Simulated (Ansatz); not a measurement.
# Decaying states in the gap of RbYF4, part 2 of 3

A new crystal, RbYF4: structure, gap and complex bands. It is built by putting Rb for Na in the NaYF4 structure of space group P4/mmm, with the volume rescaled by atomic radii. The parent structure comes from the Materials Project.

Ansatz 0.2.0; LDA DFT, plane waves, PAW files (the session's first sound run).

So far. Step 2 (Cell and atoms at rest): The largest force component on a free atom ends at 1.2e-4 eV/Å.

The structure was built from a prototype and need not be the compound's stable phase.

## Step 3: The bulk crystal and its band edges

The energy window and the wavevectors of the next steps follow from the band edges, so these are searched first, off the mesh as well.

input.yaml

```yaml
crystal:
  lattice:
    - [3.7779349392, 0.0, 0.0]
    - [0.0, 3.7779349392, 0.0]
    - [0.0, 0.0, 6.3664044426]
  atoms:
    - { symbol: Rb, position: [0.0, 0.0, 0.0] }
    - { symbol: "Y", position: [0.5, 0.5, 0.5] }
    - { symbol: F, position: [0.5, 0.0, 0.6949269137] }
    - { symbol: F, position: [0.0, 0.5, 0.3050730863] }
    - { symbol: F, position: [0.5, 0.0, 0.3050730863] }
    - { symbol: F, position: [0.0, 0.5, 0.6949269137] }
kpoints:
  mp_grid: { grid: [6, 6, 4] }
  band_path: { path: [VBM, CBM], npoints: 30 }
scf:
  occupations: { method: fixed }
hamiltonian:
  xc: lda
output:
  eigenvalues: true
  write_potential: true
  write_density: true
  volumetric_format: npy
  elf: true
```

On the command line:

```
$ ansatz run input.yaml --threads 2 --pin off --max-ram 4096MiB --backend cpu --events-out ev --progress --plain --runs-dir out
```

Numbers of over 12 decimals in the logs are rounded to 6 here.

Log:

```text
[...]
Crystal: 6 atoms, lattice volume = 90.866 Å³
Basis set: ecut = 420 eV, 1773 PW (Γ)
Bands: 30, of which v1, the nominal top of the filled ones, is band 24 counted from 1 (23 counted from 0)
Symmetry: 16 space group operations
[...]
k-points: 30 of 144
[...]
SCF iter   1: F=—  HF=-10102.723682 eV  |F-HF|=—  |Δ(HF+E_count)|=         —  Δρ=1.80e-2  dr2=2.08e-1  ethr=1.77e-3  ⟨swp⟩=4.8  Hψ=3478  notcnv=0  defer=102
[...]
SCF iter   7: F=-10102.666822 eV  HF=-10102.666822 eV  |F-HF|=3.04e-9  |Δ(HF+E_count)|=   9.01e-8  Δρ=1.08e-6  dr2=1.56e-9  ethr=1.26e-10  ⟨swp⟩=1.7  Hψ=2562  notcnv=0
SCF 1 converged in 7 iterations: F = -10102.666822 eV  dr2 = 1.56e-9
[...]
NSCF: frozen V_eff on 40 k-points
[...]
SCF converged after 7 iterations
Free energy (F): -10102.666822 eV
[...]
Internal energy: -10102.666822 eV  (E = F + TS)
E sigma→0 (E₀):  -10102.666822 eV
Fermi energy:    3.718510 eV
[...]
--- Band table (eV; the first three rows and the last of 30) ---
  k-point 0: bands = [... 20 lower, 3.1137, 3.1137, 3.1229, 3.1229, 9.8287, 11.0558, 11.6832, 12.7192, ... 2 higher]
  k-point 1: bands = [... 20 lower, 3.0802, 3.0802, 3.2031, 3.2031, 10.1179, 11.1114, 11.6877, 12.5538, ... 2 higher]
  k-point 2: bands = [... 20 lower, 3.0736, 3.0736, 3.2521, 3.2521, 10.5244, 11.0371, 11.6923, 12.4476, ... 2 higher]
  k-point 29: bands = [... 20 lower, 2.9971, 2.9971, 3.5254, 3.7054, 11.0425, 11.1588, 11.5068, 12.8106, ... 2 higher]
```

It took 7.1 s on 2 threads of Arm Neoverse V2, shared host; peak memory 0.36 GiB.

This step gave:

```yaml
fermi_energy: 3.719 eV
gap_on_the_k_mesh: 6.110 eV
gap_on_path: 6.110 eV, by band count; negative where bands overlap
direct_gap_on_path: 6.632 eV
edge_places_on_path: 0, 1.176 1/A along the path
```

The electronic bands at the labelled points (eV, zero at the Fermi level (highest filled level under fixed occupations); v1 is the highest filled band, c1 the lowest empty one):

```tsv
point	v4	v3	v2	v1	c1	c2	c3
VBM	-1.11	-0.80	-0.21	0.00	6.63	7.37	8.95
halfway	-0.88	-0.71	-0.53	-0.36	7.14	7.83	8.61
CBM	-0.60	-0.60	-0.60	-0.60	6.11	7.34	7.96
```

ELF in the ac plane at fractional y = 0.000, with atoms of Rb and F within 0.2 Å of it. It is the smooth field of the valence electrons, not physical close to the nuclei.

Values, 23 rows by 14 columns, each cell a mean:
```
0.24 0.52 0.81 0.85 0.66 0.23 0.03 0.01 0.06 0.34 0.73 0.86 0.76 0.44
0.72 0.80 0.86 0.77 0.43 0.10 0.04 0.04 0.04 0.16 0.52 0.83 0.85 0.78
0.86 0.85 0.78 0.45 0.14 0.08 0.20 0.26 0.15 0.07 0.18 0.59 0.81 0.86
0.73 0.64 0.39 0.11 0.11 0.35 0.60 0.66 0.54 0.27 0.09 0.17 0.47 0.67
0.30 0.21 0.09 0.09 0.35 0.68 0.80 0.81 0.78 0.61 0.27 0.06 0.11 0.24
0.03 0.02 0.04 0.28 0.65 0.80 0.76 0.70 0.78 0.79 0.58 0.16 0.03 0.02
0.01 0.02 0.08 0.42 0.73 0.80 0.63 0.49 0.70 0.80 0.69 0.29 0.05 0.01
0.01 0.02 0.10 0.44 0.71 0.80 0.69 0.60 0.74 0.80 0.67 0.31 0.06 0.01
0.01 0.01 0.08 0.34 0.60 0.76 0.79 0.78 0.79 0.73 0.55 0.24 0.05 0.01
0.01 0.01 0.04 0.18 0.36 0.53 0.64 0.66 0.61 0.49 0.32 0.12 0.03 0.01
0.00 0.01 0.02 0.05 0.09 0.13 0.17 0.18 0.16 0.12 0.08 0.04 0.01 0.01
0.00 0.01 0.02 0.04 0.06 0.09 0.11 0.12 0.10 0.08 0.06 0.03 0.01 0.01
0.00 0.01 0.03 0.12 0.25 0.39 0.49 0.51 0.47 0.36 0.22 0.08 0.02 0.01
0.01 0.01 0.07 0.31 0.56 0.73 0.79 0.79 0.78 0.70 0.51 0.21 0.05 0.01
0.01 0.02 0.09 0.42 0.69 0.80 0.73 0.68 0.76 0.79 0.65 0.30 0.06 0.01
0.01 0.02 0.09 0.44 0.73 0.80 0.62 0.48 0.69 0.80 0.69 0.30 0.06 0.01
0.02 0.02 0.05 0.32 0.68 0.80 0.72 0.64 0.76 0.80 0.62 0.20 0.03 0.02
0.15 0.09 0.05 0.14 0.47 0.76 0.81 0.80 0.81 0.71 0.39 0.08 0.05 0.11
0.66 0.55 0.29 0.08 0.14 0.44 0.67 0.72 0.62 0.35 0.10 0.12 0.36 0.58
0.86 0.83 0.70 0.32 0.09 0.12 0.31 0.38 0.25 0.09 0.11 0.45 0.75 0.84
0.80 0.84 0.85 0.71 0.33 0.08 0.06 0.07 0.05 0.11 0.42 0.79 0.86 0.83
0.37 0.60 0.83 0.84 0.62 0.20 0.03 0.02 0.05 0.30 0.70 0.86 0.79 0.53
0.05 0.34 0.77 0.86 0.73 0.31 0.03 0.01 0.08 0.43 0.78 0.86 0.69 0.23
```
Columns run along a (3.8 Å), rows up along c (6.4 Å). Atoms in or near the plane, at fractional coordinates: Rb at (0.00, 0.00), F at (0.50, 0.69), F at (0.50, 0.31).

Valence density in the ac plane at fractional y = 0.000, with atoms of Rb and F within 0.2 Å of it. It is the smooth field of the valence electrons, not physical close to the nuclei.

Values in e/Å³, 23 rows by 14 columns, each cell a mean:
```
 2  2  2  1  0  0  0  0  0  0  0  1  2  2
 2  2  1  1  0  0  0  0  0  0  0  1  2  2
 1  1  1  0  0  0  0  0  0  0  0  0  1  1
 0  0  0  0  0  0  0  1  0  0  0  0  0  0
 0  0  0  0  0  1  2  2  1  1  0  0  0  0
 0  0  0  0  1  2  6  8  5  2  0  0  0  0
 0  0  0  0  1  4 10 13  8  2  1  0  0  0
 0  0  0  0  1  3  8 10  6  2  1  0  0  0
 0  0  0  0  0  1  3  3  2  1  0  0  0  0
 0  0  0  0  0  0  1  1  1  0  0  0  0  0
 0  0  0  0  0  0  0  0  0  0  0  0  0  0
 0  0  0  0  0  0  0  0  0  0  0  0  0  0
 0  0  0  0  0  0  0  1  0  0  0  0  0  0
 0  0  0  0  0  1  2  3  2  1  0  0  0  0
 0  0  0  0  1  2  6  8  5  2  0  0  0  0
 0  0  0  0  1  4 10 13  8  2  1  0  0  0
 0  0  0  0  1  3  8 10  6  2  1  0  0  0
 0  0  0  0  0  1  3  4  2  1  0  0  0  0
 0  0  0  0  0  0  1  1  1  0  0  0  0  0
 1  1  1  0  0  0  0  0  0  0  0  0  1  1
 2  2  1  1  0  0  0  0  0  0  0  1  1  2
 2  2  2  1  0  0  0  0  0  0  0  1  2  2
 1  2  2  1  0  0  0  0  0  0  0  1  2  2
```
Columns run along a (3.8 Å), rows up along c (6.4 Å). Atoms in or near the plane, at fractional coordinates: Rb at (0.00, 0.00), F at (0.50, 0.69), F at (0.50, 0.31).

Electrostatic potential energy in the ac plane at fractional y = 0.000, with atoms of Rb and F within 0.2 Å of it. With pseudopotentials it is smooth inside the atoms' cores, unlike the true potential.

Ten even steps from '_' (-99 eV) to '@' (12 eV), each cell a mean:
```
____==%%@@@@@@@@@@@@@@##::__
::--**%%@@@@@@@@@@@@@@%%++::
**##%%@@@@@@@@@@@@@@@@@@%%##
@@@@@@@@@@@@@@@@@@@@@@@@@@@@
@@@@@@@@@@@@%%##%%@@@@@@@@@@
@@@@@@@@@@##**++**%%@@@@@@@@
@@@@@@@@@@**++++++##@@@@@@@@
@@@@@@@@@@##++++**##@@@@@@@@
@@@@@@@@@@%%##**##@@@@@@@@@@
@@@@@@@@@@@@@@@@@@@@@@@@@@@@
@@@@@@@@@@@@@@@@@@@@@@@@@@@@
@@@@@@@@@@@@@@@@@@@@@@@@@@@@
@@@@@@@@@@@@@@@@@@@@@@@@@@@@
@@@@@@@@@@@@####%%@@@@@@@@@@
@@@@@@@@@@##**++**%%@@@@@@@@
@@@@@@@@@@**++++++##@@@@@@@@
@@@@@@@@@@##++++**%%@@@@@@@@
@@@@@@@@@@%%##**##@@@@@@@@@@
@@@@@@@@@@@@@@@@@@@@@@@@@@@@
##%%%%@@@@@@@@@@@@@@@@@@%%%%
--==##%%@@@@@@@@@@@@@@%%**==
____==%%@@@@@@@@@@@@@@##--__
____--##@@@@@@@@@@@@%%**..__
```
Columns run along a (3.8 Å; values clipped at the 3rd and 97th percentile), rows up along c (6.4 Å). Atoms in or near the plane, at fractional coordinates: Rb at (0.00, 0.00), F at (0.50, 0.69), F at (0.50, 0.31).

The searched edges give 6.11 eV, as on the mesh.

## Step 4: Complex bands

This step: LDA DFT, plane waves, PAW files; complex bands by layer matching along the plane's normal (Ansatz 0.2.0).

The same crystal is laid in a cell whose first two vectors span the (100) plane (indices of the standard conventional cell, whose axes can be ordered otherwise than in the bulk input). At fixed energy and wavevector in the plane the solver finds all kz, real and complex. A few wavevectors are listed, (0, 0), (-0.5, -0.0208) and (0.5, 0) in units of the plane's reciprocal vectors; the slowest state needn't be among them.

input.yaml

```yaml
crystal:
  lattice:
    - [3.777934939, 0.0, 0.0]
    - [0.0, 6.366404443, 0.0]
    - [0.0, 0.0, 3.777934939]
  atoms:
    - { symbol: Rb, position: [0.0, 0.0, 0.0] }
    - { symbol: "Y", position: [0.5, 0.5, 0.5] }
    - { symbol: F, position: [0.0, 0.6949269137, 0.5] }
    - { symbol: F, position: [0.5, 0.3050730863, 0.0] }
    - { symbol: F, position: [0.0, 0.3050730863, 0.5] }
    - { symbol: F, position: [0.5, 0.6949269137, 0.0] }
kpoints:
  mp_grid: { grid: [6, 4, 6] }
scf:
  occupations: { method: fixed }
hamiltonian:
  xc: lda
output:
  eigenvalues: true
  transmission:
    leads: [[0, 0]]
    kpoints: [[0.0, 0.0], [-0.5, -0.0208], [0.5, 0.0]]
    e_range: [-1.0, 7.11]
    de: 0.2
```

Log:

```text
[...]
Crystal: 6 atoms, lattice volume = 90.866 Å³
Basis set: ecut = 420 eV, 1773 PW (Γ)
Bands: 30, of which v1, the nominal top of the filled ones, is band 24 counted from 1 (23 counted from 0)
Symmetry: 16 space group operations
[...]
k-points: 30 of 144
[...]
SCF iter   1: F=—  HF=-10102.724084 eV  |F-HF|=—  |Δ(HF+E_count)|=         —  Δρ=1.80e-2  dr2=2.09e-1  ethr=1.77e-3  ⟨swp⟩=4.7  Hψ=3482  notcnv=0  defer=101
[...]
SCF iter   7: F=-10102.666822 eV  HF=-10102.666822 eV  |F-HF|=3.36e-9  |Δ(HF+E_count)|=   9.60e-8  Δρ=1.11e-6  dr2=1.66e-9  ethr=1.33e-10  ⟨swp⟩=1.7  Hψ=2493  notcnv=0
SCF 1 converged in 7 iterations: F = -10102.666822 eV  dr2 = 1.66e-9
[...]
transmission: 8 of 24 steps passed
transmission: 16 of 24 steps passed
transmission: 24 of 24 steps passed
SCF converged after 7 iterations
Free energy (F): -10102.666822 eV
[...]
Internal energy: -10102.666822 eV  (E = F + TS)
E sigma→0 (E₀):  -10102.666822 eV
Fermi energy:    3.718511 eV
[...]
--- Band table (eV; the first three rows and the last of 30) ---
  k-point 0: bands = [... 20 lower, 3.1137, 3.1137, 3.1229, 3.1229, 9.8287, 11.0558, 11.6832, 12.7192, ... 2 higher]
  k-point 1: bands = [... 20 lower, 2.9769, 2.9989, 3.0561, 3.1482, 10.2790, 11.2374, 11.7208, 13.0043, ... 2 higher]
  k-point 2: bands = [... 20 lower, 2.7144, 2.8444, 2.9370, 3.1482, 10.8141, 11.7883, 12.0269, 13.3959, ... 2 higher]
  k-point 29: bands = [... 20 lower, 2.9971, 2.9971, 3.5254, 3.7054, 11.0425, 11.1588, 11.5068, 12.8106, ... 2 higher]
--- Transmission ---
  basis      : 217 plane waves across, 8 finite elements along
  points     : 3, as listed
  energies   : 41 from -1.000000 to 7.000000 eV about the Fermi level, 0.200000 eV apart; the leads are filled to 3.055086 eV, and channels, transmission and decay are at 3.000000 eV
  crystal 0  : Rb1F4Y1, at the sites [0, 0], period 3.7779 Å: whole cells are its period
    offset         : up to 0.0000 Å between an atom of the period and one for which it stands
    channels       : 0.000000e0 a spin
    conductance    : none, the energies end too early or step too widely for 300 K: set another output.transmission.e_range or a lower de, or, where they end at an eighth of basis.ecutwfc, a higher one
    slowest decay  : 0.5122 /Å at (0.0000, 0.0000)
```

Elapsed: 42 s, on 2 threads; peak memory 0.61 GiB; 68 s of CPU time.

Numbers from this step:

```
level to which the leads are filled                       : 3.055 eV from the Fermi level
decay constant at the filling level, zone centre          : 0.5122 Å⁻¹
decay constant at the filling level, slowest listed point : 0.5122 Å⁻¹
```

K parallel (0, 0); values up to 1.5 1/Å, a degenerate pair printed once or twice; energies at which all values exceed this have no row. Im kz of the slowest decaying states against energy, zero at the highest filled level on the SCF mesh:

```tsv
energy (eV)	decay 1 (Å⁻¹)	decay 2 (Å⁻¹)	decay 3 (Å⁻¹)	decay 4 (Å⁻¹)
-1.00	0.530	0.584	0.587	0.762
-0.60	0.0325	0.0406	0.0561	0.194
-0.40	0.216	0.301	0.328	0.358
0.00	0.345	0.479	0.539	0.556
0.20	0.384	0.534	0.608	0.617
0.60	0.440	0.614	0.679	0.709
1.00	0.477	0.671	0.689	0.720
1.20	0.491	0.692	0.693	0.722
1.60	0.510	0.697	0.722	0.729
1.80	0.516	0.699	0.720	0.744
2.20	0.522	0.699	0.715	0.768
2.60	0.520	0.698	0.708	0.786
2.80	0.517	0.696	0.703	0.794
3.20	0.506	0.690	0.693	0.805
3.40	0.498	0.687	0.688	0.809
3.80	0.476	0.676	0.677	0.805
4.20	0.448	0.662	0.665	0.782
4.40	0.431	0.654	0.658	0.769
4.80	0.389	0.638	0.641	0.741
5.00	0.364	0.628	0.631	0.726
5.40	0.301	0.607	0.607	0.690
5.80	0.207	0.576	0.581	0.649
6.00	0.126	0.558	0.565	0.625
6.40	0.509	0.518	0.577	0.728
6.60	0.475	0.482	0.554	0.713
7.00	0.347	0.359	0.512	0.681
```

K parallel (-0.5, -0.0208); values up to 1.5 1/Å, a degenerate pair printed once or twice; energies at which all values exceed this have no row. Im kz of the slowest decaying states against energy, zero at the highest filled level on the SCF mesh:

```tsv
energy (eV)	decay 1 (Å⁻¹)	decay 2 (Å⁻¹)	decay 3 (Å⁻¹)	decay 4 (Å⁻¹)
-1.00	0.346	0.622	1.09	1.18
-0.60	0.0844	0.228	0.469	0.556
-0.20	0.0579	0.367	0.514	0.724
0.00	0.0167	0.326	0.410	0.613
0.20	0.281	0.446	0.466	0.691
0.60	0.463	0.500	0.733	0.811
1.00	0.541	0.573	0.780	0.853
1.40	0.572	0.651	0.763	0.802
1.80	0.596	0.710	0.751	0.775
2.20	0.614	0.741	0.754	0.755
2.60	0.629	0.730	0.733	0.760
3.00	0.639	0.712	0.719	0.737
3.40	0.646	0.687	0.705	0.715
3.80	0.654	0.690	0.693	0.845
4.20	0.631	0.646	0.670	0.672
4.60	0.592	0.644	0.646	0.652
5.00	0.547	0.621	0.627	0.638
5.40	0.492	0.594	0.597	0.627
5.80	0.422	0.561	0.566	0.613
6.20	0.321	0.514	0.535	0.593
6.60	0.0950	0.446	0.502	0.567
7.00	0.309	0.426	0.466	0.534
```

K parallel (0.5, 0); values up to 1.5 1/Å, a degenerate pair printed once or twice; energies at which all values exceed this have no row. Table of Im kz of the slowest decaying states by energy, zero at the highest filled level on the SCF mesh:

```tsv
energy (eV)	decay 1 (Å⁻¹)	decay 2 (Å⁻¹)	decay 3 (Å⁻¹)	decay 4 (Å⁻¹)
-1.00	0.346	0.625	1.09	1.17
-0.60	0.0853	0.228	0.470	0.556
-0.20	0.0581	0.367	0.512	0.724
0.00	0.0160	0.326	0.410	0.612
0.20	0.281	0.445	0.466	0.690
0.60	0.463	0.500	0.734	0.811
1.00	0.540	0.573	0.780	0.853
1.40	0.571	0.651	0.763	0.801
1.80	0.596	0.710	0.751	0.775
2.20	0.614	0.741	0.753	0.755
2.60	0.628	0.730	0.733	0.760
3.00	0.639	0.712	0.718	0.737
3.40	0.645	0.688	0.705	0.715
3.80	0.648	0.660	0.690	0.693
4.20	0.628	0.648	0.670	0.672
4.60	0.591	0.645	0.646	0.651
5.00	0.546	0.621	0.627	0.638
5.40	0.491	0.594	0.597	0.628
5.80	0.421	0.561	0.566	0.613
6.20	0.320	0.514	0.535	0.593
6.60	0.0926	0.446	0.502	0.567
7.00	0.309	0.425	0.466	0.534
```

At the listed wavevectors the last open channel is at -0.20 eV and the next at +6.20 eV on the grid. At +3.00 eV, the grid energy nearest the filling level (the middle of the gap on the SCF mesh), the slowest state at the listed wavevectors decays with κ = 0.512 Å⁻¹, its amplitude falling by e over 2.0 Å. Through 1 nm of this crystal that state's transmission falls by exp(−2 × 0.512 Å⁻¹ × 10 Å) = 3.6e-5.

## Step 5: Band edges at another level

This step: PBEsol DFT, plane waves, PAW files (Ansatz 0.2.0).

The edges again with PBEsol, at the same atoms.

input.yaml

```yaml
crystal:
  lattice:
    - [3.7779349392, 0.0, 0.0]
    - [0.0, 3.7779349392, 0.0]
    - [0.0, 0.0, 6.3664044426]
  atoms:
    - { symbol: Rb, position: [0.0, 0.0, 0.0] }
    - { symbol: "Y", position: [0.5, 0.5, 0.5] }
    - { symbol: F, position: [0.5, 0.0, 0.6949269137] }
    - { symbol: F, position: [0.0, 0.5, 0.3050730863] }
    - { symbol: F, position: [0.5, 0.0, 0.3050730863] }
    - { symbol: F, position: [0.0, 0.5, 0.6949269137] }
kpoints:
  mp_grid: { grid: [6, 6, 4] }
  band_path: { path: [VBM, CBM], npoints: 30 }
scf:
  occupations: { method: fixed }
hamiltonian:
  xc: pbesol
output:
  eigenvalues: true
```

Log:

```text
[...]
Crystal: 6 atoms, lattice volume = 90.866 Å³
Basis set: ecut = 420 eV, 1773 PW (Γ)
Bands: 30, of which v1, the nominal top of the filled ones, is band 24 counted from 1 (23 counted from 0)
Symmetry: 16 space group operations
[...]
k-points: 30 of 144
[...]
SCF iter   1: F=—  HF=-10224.733465 eV  |F-HF|=—  |Δ(HF+E_count)|=         —  Δρ=1.32e-2  dr2=1.00e-1  ethr=1.77e-3  ⟨swp⟩=4.7  Hψ=3490  notcnv=0  defer=105
[...]
SCF iter   7: F=-10224.707727 eV  HF=-10224.707727 eV  |F-HF|=4.08e-9  |Δ(HF+E_count)|=   3.09e-7  Δρ=1.50e-6  dr2=3.66e-9  ethr=2.08e-10  ⟨swp⟩=3.1  Hψ=2318  notcnv=0
SCF 1 converged in 7 iterations: F = -10224.707727 eV  dr2 = 3.66e-9
[...]
SCF converged after 7 iterations
Free energy (F): -10224.707727 eV
[...]
Internal energy: -10224.707727 eV  (E = F + TS)
E sigma→0 (E₀):  -10224.707727 eV
Fermi energy:    4.028623 eV
[...]
--- Band table (eV; the first three rows and the last of 30) ---
  k-point 0: bands = [... 20 lower, 3.4292, 3.4292, 3.4383, 3.4383, 10.3975, 11.4638, 12.0353, 13.1804, ... 2 higher]
  k-point 1: bands = [... 20 lower, 3.3963, 3.3963, 3.5165, 3.5165, 10.6846, 11.5178, 12.0397, 13.0353, ... 2 higher]
  k-point 2: bands = [... 20 lower, 3.3897, 3.3897, 3.5642, 3.5642, 11.1112, 11.4315, 12.0441, 12.9360, ... 2 higher]
  k-point 29: bands = [... 20 lower, 3.3038, 3.3038, 3.8365, 4.0154, 11.5557, 11.6172, 11.8852, 13.1153, ... 2 higher]
```

The job ended after 7 s (2 threads; peak memory 0.36 GiB).

This step gave:

```yaml
free_energy: -10224.7077 eV
fermi_energy: 4.029 eV
gap_on_the_k_mesh: 6.369 eV
gap_on_path: 6.369 eV, by band count; negative where bands overlap
direct_gap_on_path: 6.831 eV
```

[end of part 2 of 3]

[Logs are printed without paths, hosts, clocks, repeated set-up lines and the standing remarks that a program may print on its own settings, such as how far it seeks lower states.]

[Hosts, paths, dates, database ids (printed as entryN), source tags and the programs' standing remarks are cut or masked in the printed files.]

[New means built here by substitution; the compound itself may be known and measured.]
